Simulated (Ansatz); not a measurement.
# Si(111) with different end groups on 75 % of the top atoms (PBE)

How far can end groups move the ionisation potential of Si(111)?

All values are computed: Ansatz 0.2.0, PBE, plane waves, scalar-relativistic unless marked; slabs or sheets with vacuum, the vacuum level from the planar mean of the electrostatic potential. 2×2 cells of six atomic planes, hydrogen on the lower face and on the remaining top atoms, dipole correction on.

```
group  ionisation potential, upper face (eV)  lower (H) face (eV)  difference (eV)  dipole a group against H (D)
  CH3                                   4.00                 4.66            -0.66                         +0.30
   OH                                   4.43                 4.55            -0.12                         +0.05
   SH                                   5.17                 4.63            +0.54                         -0.24
   Br                                   5.39                 4.62            +0.77                         -0.35
   Cl                                   5.66                 4.63            +1.03                         -0.47
    F                                   6.15                 4.59            +1.56                         -0.70
```

The same valence top is seen through two surface dipoles, so the difference of the faces isolates the group. It runs from -0.66 eV (CH3) to +1.56 eV (F). A group that leaves negative charge outermost raises the barrier, and one that ends in positive charge lowers it.

**Worked step.** ΔΦ = −μ/(ε₀A), with μ the dipole of one cell along the outward normal; in working units μ (D) = −ΔΦ (eV) × A (Å²) / 37.7. For F: −(+1.56) × 51.1 / 37.7 = -2.11 D a cell, shared by 3 groups: -0.70 D each.

Where a group brings filled states above the slab's valence band, the valence top is that state. Semilocal levels lie too high, so differences are more trustworthy than the values.

[Logs are printed without paths, hosts, clocks, repeated set-up lines and the standing remarks that a program may print on its own settings, such as how far it seeks lower states.]
